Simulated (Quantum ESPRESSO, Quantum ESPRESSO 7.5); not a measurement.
## WSi2N4, 1 layer: a series in the field along the normal

Aim: how the results for WSi2N4, 1 layer change with the field along the normal.

Calculated with Quantum ESPRESSO 7.5; plane-wave DFT, PBE, GBRV ultrasoft pseudopotentials (geometry by pw.x at PBE-D3(BJ), GBRV ultrasoft).

## Step 1: The starting structure

The cell holds 7 atoms: 4 N, 2 Si and 1 W. Its edges and angles: a = 2.920 Å, b = 2.920 Å, c = 24.101 Å, α = 90.0°, β = 90.0°, γ = 120.0°. It derives from WSi2N4. Vacuum lies along c.

As a file:

```cif
data_structure
_symmetry_space_group_name_H-M 'P 1'
_symmetry_Int_Tables_number 1
_cell_length_a 2.9200
_cell_length_b 2.9200
_cell_length_c 24.1010
_cell_angle_alpha 90.000
_cell_angle_beta 90.000
_cell_angle_gamma 120.000
_cell_volume 177.96
loop_
_atom_site_label
_atom_site_type_symbol
_atom_site_fract_x
_atom_site_fract_y
_atom_site_fract_z
_atom_site_occupancy
N1 N 0.00000 0.00000 0.35268 1
Si2 Si 0.33333 0.66667 0.37216 1
N3 N 0.33333 0.66667 0.44477 1
W4 W 0.00000 0.00000 0.50000 1
N5 N 0.33333 0.66667 0.55523 1
Si6 Si 0.33333 0.66667 0.62784 1
N7 N 0.00000 0.00000 0.64732 1
```

Set-up: Cell and atoms are relaxed without a field with a D3(BJ) correction and then held. Sawtooth field with dipole correction, 17 Å of vacuum in the starting cell, Fermi-Dirac smearing of 0.002 Ry; bands along a path at each field.

Members -0.05, 0.1, -0.1, 0.2, -0.2, 0.3 and -0.3 took the same steps and show in the table alone.

## Step 2: Relaxing cell and ions of the reference

What the set-up leaves free in this member is relaxed.

ref.relax.in

```
&control
  prefix = 'ref.relax'
  outdir = './out'
  pseudo_dir = './pseudo'
  nstep = 80
  forc_conv_thr = 0.0004
  calculation = 'vc-relax'
  etot_conv_thr = 1e-06
/
&system
  ibrav = 0
  nat = 7
  ntyp = 3
  ecutwfc = 50
  ecutrho = 250
  vdw_corr = 'grimme-d3'
  dftd3_version = 4
  occupations = 'smearing'
  smearing = 'fd'
  degauss = 0.004
/
&electrons
  conv_thr = 1e-09
  mixing_beta = 0.4
  electron_maxstep = 120
  mixing_mode = 'plain'
/
&ions
/
&cell
  cell_dofree = '2Dxy'
  press_conv_thr = 0.3
/
ATOMIC_SPECIES
  N   14.0070  n_pbe_v1.2.uspp.F.UPF
  Si  28.0850  si_pbe_v1.uspp.F.UPF
  W   183.8400  w_pbe_v1.2.uspp.F.UPF
CELL_PARAMETERS angstrom
  2.92000000000000 0.00000000000000 0.00000000000000
  -1.46000000000000 2.52879417905056 0.00000000000000
  0.00000000000000 0.00000000000000 24.10102208348185
ATOMIC_POSITIONS crystal
  N   0.000000000000 0.000000000000 0.352682138150
  Si  0.333333333300 0.666666666700 0.372159829993
  N   0.333333333300 0.666666666700 0.444770858435
  W   0.000000000000 0.000000000000 0.500000000000
  N   0.333333333300 0.666666666700 0.555229141565
  Si  0.333333333300 0.666666666700 0.627840170007
  N   0.000000000000 0.000000000000 0.647317861850
K_POINTS automatic
  12 12 1 0 0 0
```

Launch:

```bash
> OMP_NUM_THREADS=1 mpirun -n 4 pw.x -nk 4 -in ref.relax.in > ref.relax.out
```

The log of the run:

```text
Program PWSCF v.7.5 starts
[citation notice left out]

     Parallel version (MPI & OpenMP), running on       4 processor cores
     Number of MPI processes:                 4
     Threads/MPI process:                     1

     MPI processes distributed on     1 nodes
[...]
Current dimensions of program PWSCF are:
     Max number of different atomic species (ntypx) = 10
     Max number of k-points (npk) =  40000
     Max angular momentum in pseudopotentials (lmaxx) =  4
     Message from routine setup:
     using ibrav=0 with symmetry is DISCOURAGED, use correct ibrav instead

     K-points division:     npool     =       4
     Subspace diagonalization in iterative solution of the eigenvalue problem:
     a serial algorithm will be used

     G-vector sticks info
     --------------------
     sticks:   dense  smooth     PW     G-vecs:    dense   smooth      PW
     Sum         517     421    121                79969    57541    9665

     Using Slab Decomposition

     bravais-lattice index     =            0
     lattice parameter (alat)  =       5.5180  a.u.
     unit-cell volume          =    1200.9596 (a.u.)^3
     number of atoms/cell      =            7
     number of atomic types    =            3
     number of electrons       =        42.00
     number of Kohn-Sham states=           25
     kinetic-energy cutoff     =      50.0000  Ry
     charge density cutoff     =     250.0000  Ry
     scf convergence threshold =      1.0E-09
     mixing beta               =       0.4000
     number of iterations used =            8  plain     mixing
     energy convergence thresh.=      1.0E-06
     force convergence thresh. =      4.0E-04
     press convergence thresh. =      3.0E-01
     Exchange-correlation= SLA  PW   PBE  PBE
                           (   1   4   3   4   0   0   0)
     nstep                     =           80

     celldm(1)=   5.518000  celldm(2)=   0.000000  celldm(3)=   0.000000
     celldm(4)=   0.000000  celldm(5)=   0.000000  celldm(6)=   0.000000

     crystal axes: (cart. coord. in units of alat)
               a(1) = (   1.000000   0.000000   0.000000 )
               a(2) = (  -0.500000   0.866025   0.000000 )
               a(3) = (   0.000000   0.000000   8.253775 )

     reciprocal axes: (cart. coord. in units 2 pi/alat)
               b(1) = (  1.000000  0.577350 -0.000000 )
               b(2) = (  0.000000  1.154701  0.000000 )
               b(3) = (  0.000000 -0.000000  0.121157 )

     PseudoPot. # 1 for N  read from file:
     ./pseudo/n_pbe_v1.2.uspp.F.UPF
     Pseudo is Ultrasoft + core correction, Zval =  5.0
     Generated by new atomic code, or converted to UPF format
     Using radial grid of  729 points,  4 beta functions with:
                l(1) =   0
                l(2) =   0
                l(3) =   1
                l(4) =   1
     Q(r) pseudized with  8 coefficients,  rinner =    0.900   0.900   0.900

     PseudoPot. # 2 for Si read from file:
     ./pseudo/si_pbe_v1.uspp.F.UPF
     Pseudo is Ultrasoft + core correction, Zval =  4.0
     Generated by new atomic code, or converted to UPF format
     Using radial grid of  899 points,  6 beta functions with:
                l(1) =   0
                l(2) =   0
                l(3) =   1
                l(4) =   1
                l(5) =   2
                l(6) =   2
     Q(r) pseudized with  8 coefficients,  rinner =    0.900   0.900   0.900
                                                       0.900   0.900

     PseudoPot. # 3 for W  read from file:
     ./pseudo/w_pbe_v1.2.uspp.F.UPF
     Pseudo is Ultrasoft + core correction, Zval = 14.0
     Generated by new atomic code, or converted to UPF format
     Using radial grid of  923 points,  8 beta functions with:
                l(1) =   0
                l(2) =   0
                l(3) =   0
                l(4) =   1
                l(5) =   1
                l(6) =   2
                l(7) =   2
                l(8) =   3
     Q(r) pseudized with  6 coefficients,  rinner =    1.350   1.350   1.350
                                                       1.350   1.350   1.350
                                                       1.350

     atomic species   valence    mass     pseudopotential
     N                 5.00    14.00700     N ( 1.00)
     Si                4.00    28.08500     Si( 1.00)
     W                14.00   183.84000     W ( 1.00)

     12 Sym. Ops. (no inversion) found

   Cartesian axes

     site n.     atom                  positions (alat units)
         1        N      tau(   1) = (   0.0000000   0.0000000   2.9109589  )
         2        Si     tau(   2) = (  -0.0000000   0.5773503   3.0717234  )
         3        N      tau(   3) = (  -0.0000000   0.5773503   3.6710385  )
         4        W      tau(   4) = (   0.0000000   0.0000000   4.1268873  )
         5        N      tau(   5) = (  -0.0000000   0.5773503   4.5827362  )
         6        Si     tau(   6) = (  -0.0000000   0.5773503   5.1820513  )
         7        N      tau(   7) = (   0.0000000   0.0000000   5.3428158  )

     --------------------------------------------
     DFT-D3 Dispersion Correction (3-body terms):
     --------------------------------------------
       Reference C6 values for interpolation:

         atom   Coordination number   C6
         N          0.000            50.54
         N          0.994            44.25
         N          2.014            39.35
         N          2.990            31.16
         Si         0.000           635.71
         Si         0.951           540.53
         Si         1.944           466.25
         Si         2.941           443.01
         Si         3.868           299.55
         W          0.000          1628.72
         W          1.929          1086.81
         W         10.915           796.19

       Values used:

         atom   Coordination number  R0_AB[au]  C6      C8
         N          3.071            2.478     31.25    689.46
         Si         6.227            3.583    299.55  21425.58
         N          4.017            2.478     31.16    687.49
         W         11.822            3.766    796.19 128250.55
         N          4.017            2.478     31.16    687.49
         Si         6.227            3.583    299.55  21425.58
         N          3.071            2.478     31.25    689.46

         Molecular C6 ( Ry / a.u.^6 ) =      7143.60

     number of k points=    19  Fermi-Dirac smearing, width (Ry)=  0.0040
                       cart. coord. in units 2pi/alat
        k(    1) = (   0.0000000   0.0000000   0.0000000), wk =   0.0138889
[...]
estimated scf accuracy    <       0.00231013 Ry

[...]
iteration # 11     ecut=    50.00 Ry     beta= 0.40
[...]
negative rho (up, down):  6.638E-02 0.000E+00

[...]
End of self-consistent calculation

[...]
the Fermi energy is     3.0452 ev

!    total energy              =    -259.49600132 Ry
     estimated scf accuracy    <          9.7E-11 Ry
     smearing contrib. (-TS)   =      -0.00000000 Ry
     internal energy E=F+TS    =    -259.49600132 Ry

     The total energy is F=E-TS. E is the sum of the following terms:
     one-electron contribution =   -2942.70684044 Ry
     hartree contribution      =    1479.59465351 Ry
     xc contribution           =     -72.05572749 Ry
     ewald contribution        =    1275.79964883 Ry
     DFT-D3 Dispersion         =      -0.12773573 Ry

     convergence has been achieved in  11 iterations

     negative rho (up, down):  6.638E-02 0.000E+00

     Forces acting on atoms (cartesian axes, Ry/au):

     atom    1 type  1   force =    -0.00000000   -0.00000000    0.01052955
     atom    2 type  2   force =    -0.00000000    0.00000000    0.00063415
     atom    3 type  1   force =    -0.00000000   -0.00000000   -0.00065991
     atom    4 type  3   force =    -0.00000000   -0.00000000    0.00000000
     atom    5 type  1   force =    -0.00000000   -0.00000000    0.00065991
     atom    6 type  2   force =    -0.00000000    0.00000000   -0.00063415
     atom    7 type  1   force =    -0.00000000    0.00000000   -0.01052955

     Total force =     0.014947     Total SCF correction =     0.000024

     Computing stress (Cartesian axis) and pressure

     negative rho (up, down):  6.638E-02 0.000E+00
          total   stress  (Ry/bohr**3)                   (kbar)     P=       -7.37
  -0.00000880   0.00000000  -0.00000000           -1.29        0.00       -0.00
   0.00000000  -0.00000880   0.00000000            0.00       -1.29        0.00
  -0.00000000   0.00000000  -0.00013276           -0.00        0.00      -19.53

     Energy error            =      2.9E-03 Ry
     Gradient error          =      1.1E-02 Ry/Bohr
     Cell gradient error     =      1.3E+00 kbar

     number of scf cycles    =   3
     number of bfgs steps    =   2

     enthalpy           old  =    -259.4931312373 Ry
     enthalpy           new  =    -259.4960013183 Ry

     CASE: enthalpy          _new < enthalpy          _old

     new trust radius        =       0.0098813363 bohr
     new conv_thr            =       0.0000000003 Ry

     new unit-cell volume =   1175.45269 a.u.^3 (   174.18412 Ang^3 )
     density =      2.82220 g/cm^3

CELL_PARAMETERS (angstrom)
   2.888824983   0.000000000   0.000000000
  -1.444412491   2.501795822   0.000000000
   0.000000000   0.000000000  24.101022083

ATOMIC_POSITIONS (crystal)
N               -0.0000000000       -0.0000000000        0.3518414776
Si               0.3333333333        0.6666666667        0.3739538961
N                0.3333333333        0.6666666667        0.4470376422
W               -0.0000000000       -0.0000000000        0.5000000000
N                0.3333333333        0.6666666667        0.5529623578
Si               0.3333333333        0.6666666667        0.6260461039
N               -0.0000000000        0.0000000000        0.6481585224

[...]
NEW-OLD atomic charge density approx. for the potential
     New effective cutoffs (rho, wfc):  255.28   51.06

     Check: negative core charge=   -0.000001

     negative rho (up, down):  6.637E-02 0.000E+00

     total cpu time spent up to now is       95.7 secs

     per-process dynamical memory:   112.7 Mb

[...]
!    total energy              =    -259.49618243 Ry
[...]
Total force =     0.011183     Total SCF correction =     0.000018
[...]
number of bfgs steps    =   3
[...]
new trust radius        =       0.0108694699 bohr
[...]
!    total energy              =    -259.49634516 Ry
[...]
Total force =     0.008720     Total SCF correction =     0.000007
[...]
number of bfgs steps    =   4
[...]
new trust radius        =       0.0163042049 bohr
[...]
!    total energy              =    -259.49653276 Ry
[...]
Total force =     0.006068     Total SCF correction =     0.000025
[...]
number of bfgs steps    =   5
[...]
new trust radius        =       0.0244563074 bohr
[...]
!    total energy              =    -259.49668934 Ry
[...]
Total force =     0.003764     Total SCF correction =     0.000024
[...]
number of bfgs steps    =   6
[...]
new trust radius        =       0.0074947434 bohr
[...]
!    total energy              =    -259.49671808 Ry
[...]
Total force =     0.002322     Total SCF correction =     0.000003
[...]
number of bfgs steps    =   7
[...]
new trust radius        =       0.0025042104 bohr
[...]
Self-consistent Calculation

     iteration #  1     ecut=    50.00 Ry     beta= 0.40
     Davidson diagonalization with overlap
     ethr =  1.00E-06,  avg # of iterations =  2.0

     Threshold (ethr) on eigenvalues was too large:
     Diagonalizing with lowered threshold

     Davidson diagonalization with overlap
     ethr =  5.30E-09,  avg # of iterations =  3.9

     negative rho (up, down):  6.640E-02 0.000E+00

     total cpu time spent up to now is      218.4 secs

     total energy              =    -259.49672629 Ry
     estimated scf accuracy    <       0.00000193 Ry

[...]
iteration #  9     ecut=    50.00 Ry     beta= 0.40
[...]
negative rho (up, down):  6.639E-02 0.000E+00

[...]
End of self-consistent calculation

          k = 0.0000 0.0000 0.0000 (  7231 PWs)   bands (ev):

   -72.1883 -36.4670 -36.0947 -36.0947 -16.9943 -16.8585 -14.6540 -12.9806
    -7.2432  -4.2161  -2.1849  -2.1849  -2.1566  -1.9286  -1.9286  -1.7838
    -1.7838  -0.5460  -0.4712  -0.4712   1.9765   5.0894   5.0894   5.7509
     5.7509

          k =-0.0000 0.0972 0.0000 (  7175 PWs)   bands (ev):

   -72.1841 -36.4555 -36.1571 -36.1083 -16.8763 -16.7476 -14.5368 -12.9679
    -7.1074  -4.2446  -2.6690  -2.4792  -2.1908  -2.1776  -2.0543  -1.9638
    -1.7619  -0.7723  -0.6210  -0.3074   1.8925   4.8750   5.0889   5.5440
     5.9608

          k =-0.0000 0.1943 0.0000 (  7149 PWs)   bands (ev):

   -72.1725 -36.4240 -36.3248 -36.1453 -16.5323 -16.4227 -14.2181 -12.9382
    -6.7693  -4.3747  -3.7386  -3.6531  -2.9210  -2.3804  -2.3739  -1.7039
    -1.4598  -1.0565  -0.9888  -0.3683   1.4965   4.7909   5.1196   5.5139
     6.4725

          k =-0.0000 0.2915 0.0000 (  7161 PWs)   bands (ev):

   -72.1566 -36.5475 -36.3806 -36.1955 -15.9942 -15.9118 -13.7902 -12.9154
    -6.5385  -5.2980  -4.9125  -4.2577  -3.5400  -2.7642  -2.7179  -1.4208
    -1.4170  -1.3986  -0.9594  -0.5354   0.9921   4.8441   5.2745   5.5932
     6.9631

          k =-0.0000 0.3886 0.0000 (  7167 PWs)   bands (ev):

   -72.1407 -36.7634 -36.3367 -36.2450 -15.3279 -15.2764 -13.3900 -12.9350
    -7.0977  -6.6183  -5.3822  -4.3706  -3.9283  -3.1134  -3.0337  -1.8130
    -1.7971  -1.1423  -0.6045  -0.4816   0.7883   4.8053   5.3435   5.6375
     6.4344

          k =-0.0000 0.4858 0.0000 (  7178 PWs)   bands (ev):

   -72.1291 -36.9174 -36.3044 -36.2810 -14.6776 -14.6520 -13.1646 -13.0275
    -7.9469  -7.6181  -5.3696  -4.4312  -4.2565  -3.3483  -3.2490  -2.0998
    -2.0466  -0.8295  -0.5989  -0.1698   0.8266   4.5749   4.9187   6.1160
     6.3857

[...]
the Fermi energy is     3.1359 e
[key lines of the parts left out:]
total energy              =    -259.49672645 Ry
convergence has been achieved in   9 iterations
```

It took 5 min on 4 MPI ranks of Arm Neoverse V1, shared host; peak memory 1 GiB.

The steps of the relaxation:

```csv
step,energy less that of the first step (eV),largest force (eV/Å),volume (Å³)
1,0.0000,1.7956,177.96
2,-0.1426,0.8450,175.91
3,-0.1816,0.2707,174.26
4,-0.1841,0.1872,174.18
5,-0.1863,0.1278,174.13
6,-0.1888,0.0811,174.13
7,-0.1910,0.0472,174.29
8,-0.1914,0.0265,174.45
9,-0.1915,0.0109,174.58
10,-0.1915,0.0015,174.61
11,-0.1891,0.0013,174.61
```

```csv
cell as run,before,after,change
a (Å),2.920,2.892,-0.9 %
b (Å),2.920,2.892,-0.9 %
```

The atoms that moved most (Å, along periodic axes as changes of fractional coordinates times the final cell, across vacuum about the mean position):

```csv
atom,dx,dy,dz,length
N5,0.000,0.000,-0.065,0.065
N3,0.000,0.000,0.065,0.065
Si6,0.000,0.000,-0.062,0.062
Si2,0.000,0.000,0.062,0.062
N7,0.000,0.000,-0.011,0.011
N1,0.000,0.000,0.011,0.011
```

 The last row is no step: it is a fresh SCF in the final cell with a new plane-wave basis, +2 meV from the row before.

Numbers from this step:

```
free energy  : -3530.6305 eV
Fermi energy : 3.212 eV
```

[end of part 1 of 4]

[Logs are printed without paths, hosts, clocks, repeated set-up lines and the standing remarks that a program may print on its own settings, such as how far it seeks lower states.]

[Hosts, paths, dates, database ids (printed as entryN), source tags and the programs' standing remarks are cut or masked in the printed files.]

[Maps of the electrostatic potential energy from Ansatz leave out the sawtooth potential of an applied field or a dipole correction, so their vacuum need not be flat; planar profiles and work functions include it.]
